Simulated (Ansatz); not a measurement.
# Ge wire along [100], 45 atoms a period, H-terminated: bands by functional, part 2 of 2

Wanted: the relaxed geometry and the bands of the Ge wire along [100], 45 atoms a period, H-terminated.

Ansatz 0.2.0; DFT PBE, plane waves, PAW; relaxation of a wire's period; PAW set soft_1 (the session's first sound run).

So far. Step 2 (Relaxation of atoms and period): The cell's length comes to 5.761 Å with spin left out.

### Step 3. Bands of the perfect wire

This step: DFT PBE, plane waves, PAW; bands of a perfect wire; PAW set soft_1 (Ansatz 0.2.0).

At the relaxed period the bands are computed along the axis; those that cross an energy going forward count the channels that a perfect wire would open there.

input.yaml

```yaml
crystal:
  lattice:
    - [23.001, 0.0, 0.0]
    - [0.0, 23.001, 0.0]
    - [0.0, 0.0, 5.7609287023]
  atoms:
    - { symbol: Ge, position: [0.250459935, 0.500007235, 0.0] }
    - { symbol: Ge, position: [0.374970221, 0.374970221, 0.997589749] }
    - { symbol: Ge, position: [0.374970221, 0.625044249, 0.002410251] }
    - { symbol: Ge, position: [0.500007235, 0.250459935, 0.0] }
    - { symbol: Ge, position: [0.500007235, 0.500007235, 0.0] }
    - { symbol: Ge, position: [0.500007235, 0.749554535, 0.0] }
    - { symbol: Ge, position: [0.625044249, 0.374970221, 0.002410251] }
    - { symbol: Ge, position: [0.625044249, 0.625044249, 0.997589749] }
    - { symbol: Ge, position: [0.749554535, 0.500007235, 0.0] }
    - { symbol: H, position: [0.160231305, 0.390027601, 0.058852503] }
    - { symbol: H, position: [0.274785455, 0.274785455, 0.101827737] }
    - { symbol: H, position: [0.390027601, 0.160231305, 0.058852503] }
    - { symbol: H, position: [0.60998687, 0.839783166, 0.058852503] }
    - { symbol: H, position: [0.725229016, 0.725229016, 0.101827737] }
    - { symbol: H, position: [0.839783166, 0.60998687, 0.058852503] }
    - { symbol: Ge, position: [0.189882531, 0.432858823, 0.229302935] }
    - { symbol: Ge, position: [0.314171635, 0.314171635, 0.255528312] }
    - { symbol: Ge, position: [0.312621179, 0.561859483, 0.251478403] }
    - { symbol: Ge, position: [0.432858823, 0.189882531, 0.229302935] }
    - { symbol: Ge, position: [0.437440517, 0.437440517, 0.24837807] }
    - { symbol: Ge, position: [0.438154987, 0.687393292, 0.251478403] }
    - { symbol: Ge, position: [0.561859483, 0.312621179, 0.251478403] }
    - { symbol: Ge, position: [0.562573953, 0.562573953, 0.24837807] }
    - { symbol: Ge, position: [0.567155647, 0.81013194, 0.229302935] }
    - { symbol: Ge, position: [0.687393292, 0.438154987, 0.251478403] }
    - { symbol: Ge, position: [0.685842836, 0.685842836, 0.255528312] }
    - { symbol: Ge, position: [0.81013194, 0.567155647, 0.229302935] }
    - { symbol: H, position: [0.212451405, 0.663190545, 0.350790171] }
    - { symbol: H, position: [0.336823926, 0.787563066, 0.350790171] }
    - { symbol: H, position: [0.663190545, 0.212451405, 0.350790171] }
    - { symbol: H, position: [0.787563066, 0.336823926, 0.350790171] }
    - { symbol: H, position: [0.141176146, 0.465782585, 0.359513789] }
    - { symbol: H, position: [0.465782585, 0.141176146, 0.359513789] }
    - { symbol: H, position: [0.534231885, 0.858838325, 0.359513789] }
    - { symbol: H, position: [0.858838325, 0.534231885, 0.359513789] }
    - { symbol: Ge, position: [0.251417759, 0.376497265, 0.495356108] }
    - { symbol: Ge, position: [0.251417759, 0.623517206, 0.504643892] }
    - { symbol: Ge, position: [0.376497265, 0.251417759, 0.495356108] }
    - { symbol: Ge, position: [0.375495297, 0.500007235, 0.5] }
    - { symbol: Ge, position: [0.376497265, 0.748596712, 0.504643892] }
    - { symbol: Ge, position: [0.500007235, 0.375495297, 0.5] }
    - { symbol: Ge, position: [0.500007235, 0.624519174, 0.5] }
    - { symbol: Ge, position: [0.623517206, 0.251417759, 0.504643892] }
    - { symbol: Ge, position: [0.624519174, 0.500007235, 0.5] }
    - { symbol: Ge, position: [0.623517206, 0.748596712, 0.495356108] }
    - { symbol: Ge, position: [0.748596712, 0.376497265, 0.504643892] }
    - { symbol: Ge, position: [0.748596712, 0.623517206, 0.495356108] }
    - { symbol: H, position: [0.141176146, 0.534231885, 0.640486211] }
    - { symbol: H, position: [0.465782585, 0.858838325, 0.640486211] }
    - { symbol: H, position: [0.534231885, 0.141176146, 0.640486211] }
    - { symbol: H, position: [0.858838325, 0.465782585, 0.640486211] }
    - { symbol: H, position: [0.212451405, 0.336823926, 0.649209829] }
    - { symbol: H, position: [0.336823926, 0.212451405, 0.649209829] }
    - { symbol: H, position: [0.663190545, 0.787563066, 0.649209829] }
    - { symbol: H, position: [0.787563066, 0.663190545, 0.649209829] }
    - { symbol: Ge, position: [0.189882531, 0.567155647, 0.770697065] }
    - { symbol: Ge, position: [0.312621179, 0.438154987, 0.748521597] }
    - { symbol: Ge, position: [0.314171635, 0.685842836, 0.744471688] }
    - { symbol: Ge, position: [0.438154987, 0.312621179, 0.748521597] }
    - { symbol: Ge, position: [0.437440517, 0.562573953, 0.75162193] }
    - { symbol: Ge, position: [0.432858823, 0.81013194, 0.770697065] }
    - { symbol: Ge, position: [0.567155647, 0.189882531, 0.770697065] }
    - { symbol: Ge, position: [0.562573953, 0.437440517, 0.75162193] }
    - { symbol: Ge, position: [0.561859483, 0.687393292, 0.748521597] }
    - { symbol: Ge, position: [0.685842836, 0.314171635, 0.744471688] }
    - { symbol: Ge, position: [0.687393292, 0.561859483, 0.748521597] }
    - { symbol: Ge, position: [0.81013194, 0.432858823, 0.770697065] }
    - { symbol: H, position: [0.160231305, 0.60998687, 0.941147497] }
    - { symbol: H, position: [0.274785455, 0.725229016, 0.898172263] }
    - { symbol: H, position: [0.390027601, 0.839783166, 0.941147497] }
    - { symbol: H, position: [0.60998687, 0.160231305, 0.941147497] }
    - { symbol: H, position: [0.725229016, 0.274785455, 0.898172263] }
    - { symbol: H, position: [0.839783166, 0.390027601, 0.941147497] }
kpoints:
  mp_grid: { grid: [1, 1, 14] }
  band_path: { path: ["Γ", Z], npoints: 90 }
scf:
  occupations: { method: fermi_dirac, width: 0.05 }
hamiltonian:
  xc: pbe
  pseudopotentials: { kind: paw, azcp: { folder: soft_1 } }
output:
  dos: { e_range: [-5, 4] }
  write_potential: true
  write_density: true
  volumetric_format: npy
```

The run is started by

```console
$ ansatz run input.yaml --threads 16 --pin off --max-ram 61440MiB --backend cuda --events-out ev --progress --plain --runs-dir out --max-vram 78GiB
```

Numbers of over 12 decimals in the logs are rounded to 6 here.

What it wrote:

```text
[...]
Crystal: 73 atoms, lattice volume = 3047.796 Å³
Basis set: ecut = 420 eV, 59679 PW (Γ)
Bands: 402, of which v1, the nominal top of the filled ones, is band 329 counted from 1 (328 counted from 0)
Symmetry: 8 space group operations
[...]
k-points: 8 of 14
[...]
SCF iter   1: F=—  HF=-193719.719495 eV  |F-HF|=—  |Δ(HF+E_count)|=         —  Δρ=3.37e-2  dr2=2.88e1  ethr=3.10e-3  ⟨swp⟩=6.0  Hψ=12017  notcnv=0  defer=190
[...]
SCF iter   6: F=—  HF=-193712.561123 eV  |F-HF|=—  |Δ(HF+E_count)|=   8.92e-3  Δρ=3.08e-4  dr2=2.76e-3  ethr=3.45e-6  ⟨swp⟩=2.0  Hψ=3569  notcnv=0  defer=471
[...]
SCF iter   9: F=—  HF=-193712.562159 eV  |F-HF|=—  |Δ(HF+E_count)|=   8.37e-4  Δρ=1.12e-5  dr2=6.53e-6  ethr=5.39e-9  ⟨swp⟩=2.0  Hψ=3577  notcnv=0  defer=471
[...]
SCF iter  11: F=-193712.562162 eV  HF=-193712.562162 eV  |F-HF|=5.76e-9  |Δ(HF+E_count)|=   2.12e-7  Δρ=1.05e-6  dr2=3.96e-8  ethr=1.52e-11  ⟨swp⟩=12.8  Hψ=13481  notcnv=0
SCF 1 converged in 11 iterations: F = -193712.562162 eV  dr2 = 3.96e-8
[...]
NSCF: frozen V_eff on 91 k-points
[...]
SCF converged after 11 iterations
[...]
```

It took 47 s on 1 × NVIDIA GB200 with 16 threads of Arm Neoverse V2, shared host; peak memory 4.8 GiB; 4.6 min of CPU time.

Numbers from this step:

```
band gap : 1.772 eV
```

The electronic bands at the labelled points (eV, zero at the Fermi level; v1 is the highest filled band, c1 the lowest empty one):

| point | v4 | v3 | v2 | v1 | c1 | c2 | c3 | c4 |
| --- | --- | --- | --- | --- | --- | --- | --- | --- |
| Γ | -1.02 | -0.98 | -0.98 | -0.88 | 1.02 | 1.12 | 1.17 | 1.21 |
| halfway | -1.33 | -1.13 | -1.04 | -1.04 | 1.18 | 1.24 | 1.24 | 1.25 |
| Z | -1.69 | -1.69 | -1.68 | -1.48 | 0.89 | 0.89 | 0.93 | 1.02 |

The gap is 1.77 eV, with spin left out.

The path shows an indirect gap of 1.77 eV (valence top at Γ, conduction bottom at Z). The least direct gap is 1.90 eV.

### Step 4. Another level of theory, cutoff 500 eV, k-mesh 1×1×11

This step: DFT r2SCAN, plane waves, PAW; bands of a perfect wire at the PBE geometry; PAW set soft_1 (Ansatz 0.2.0).

The atoms stay at the PBE geometry and the functional changes. r2SCAN also reads the kinetic-energy density; it often gives larger moments and wider gaps than PBE, at a higher cost. Against the first PBE run of this kind, the cutoff is 500 eV against 420 and the mesh along the wire has 11 points against 14.

input.yaml, as its differences from that of step 3:

```diff
@@ -80,3 +80,3 @@
 kpoints:
-  mp_grid: { grid: [1, 1, 14] }
+  mp_grid: { grid: [1, 1, 11] }
   band_path: { path: ["Γ", Z], npoints: 90 }
@@ -85,8 +85,3 @@
 hamiltonian:
-  xc: pbe
+  xc: r2scan
   pseudopotentials: { kind: paw, azcp: { folder: soft_1 } }
-output:
-  dos: { e_range: [-5, 4] }
-  write_potential: true
-  write_density: true
-  volumetric_format: npy
```

What it wrote:

```text
[...]
Crystal: 73 atoms, lattice volume = 3047.796 Å³
Basis set: ecut = 500 eV, 77413 PW (Γ), exchange–correlation on 720×720×180 points (64 copies of the dense FFT grid, shifted against one another)
Bands: 402, of which v1, the nominal top of the filled ones, is band 329 counted from 1 (328 counted from 0)
Symmetry: 8 space group operations
[...]
k-points: 6 of 11
[...]
SCF iter   1: F=—  HF=-194074.172569 eV  |F-HF|=—  |Δ(HF+E_count)|=         —  Δρ=3.32e-2  dr2=2.71e1  dr2_τ=2.29e-1  ethr=3.10e-3  ⟨swp⟩=6.0  Hψ=9110  notcnv=0  defer=205
[...]
SCF iter   6: F=—  HF=-194070.879119 eV  |F-HF|=—  |Δ(HF+E_count)|=   1.16e-2  Δρ=2.38e-4  dr2=2.22e-3  dr2_τ=5.18e-5  ethr=2.15e-6  ⟨swp⟩=2.0  Hψ=2676  notcnv=0  defer=360
[...]
SCF iter   9: F=—  HF=-194070.879943 eV  |F-HF|=—  |Δ(HF+E_count)|=   8.71e-4  Δρ=7.16e-6  dr2=3.88e-6  dr2_τ=3.92e-8  ethr=1.61e-9  ⟨swp⟩=3.0  Hψ=4598  notcnv=0  defer=360
[...]
SCF iter  11: F=-194070.879944 eV  HF=-194070.879944 eV  |F-HF|=1.41e-8  |Δ(HF+E_count)|=   1.57e-7  Δρ=7.23e-7  dr2=3.58e-8  dr2_τ=2.25e-10  ethr=1.52e-11  ⟨swp⟩=13.7  Hψ=10318  notcnv=0
SCF 1 converged in 11 iterations: F = -194070.879944 eV  dr2 = 3.58e-8
[...]
the band table was solved once the SCF had ended and its energy, with any forces and stress, was formed, with the checks that follow a solve (10939 applications of the Hamiltonian). They found nothing against the state; the energy, forces and stress were not computed again (output.eigenvalues in the input reference)
[...]
SCF converged after 11 iterations
[...]
```

Run time: 60 s. Hardware: 1 × NVIDIA GB200 with 16 threads; peak memory 6 GiB.

Numbers from this step:

```yaml
band_gap: 2.082 eV
```

The electronic bands at the labelled points (eV, zero at the Fermi level; v1 is the highest filled band, c1 the lowest empty one):

| point | v4 | v3 | v2 | v1 | c1 | c2 | c3 | c4 |
| --- | --- | --- | --- | --- | --- | --- | --- | --- |
| Γ | -1.19 | -1.13 | -1.13 | -1.03 | 1.18 | 1.27 | 1.28 | 1.31 |
| halfway | -1.50 | -1.29 | -1.20 | -1.20 | 1.33 | 1.40 | 1.40 | 1.40 |
| Z | -1.88 | -1.88 | -1.88 | -1.68 | 1.05 | 1.05 | 1.08 | 1.17 |

The gap is 2.08 eV, against 1.77 eV under PBE at the relaxed period.

### Step 5. What came out

| Item | Value |
| --- | --- |
| cell length, PBE | 5.761 Å |
| gap, PBE | 1.77 eV |
| gap, r2SCAN | 2.08 eV |

What this shows: Under PBE the cell's length is 5.76 Å, and a gap of 1.77 eV makes it a semiconductor. At the relaxed period the wire is gapped under every functional, from 1.77 eV (PBE) to 2.08 eV (r2SCAN). Weak screening in one dimension makes quasiparticle gaps larger than the semilocal gaps, as a rule.

[Logs are printed without paths, hosts, clocks, repeated set-up lines and the standing remarks that a program may print on its own settings, such as how far it seeks lower states.]

[Hosts, paths, dates, database ids (printed as entryN), source tags and the programs' standing remarks are cut or masked in the printed files.]
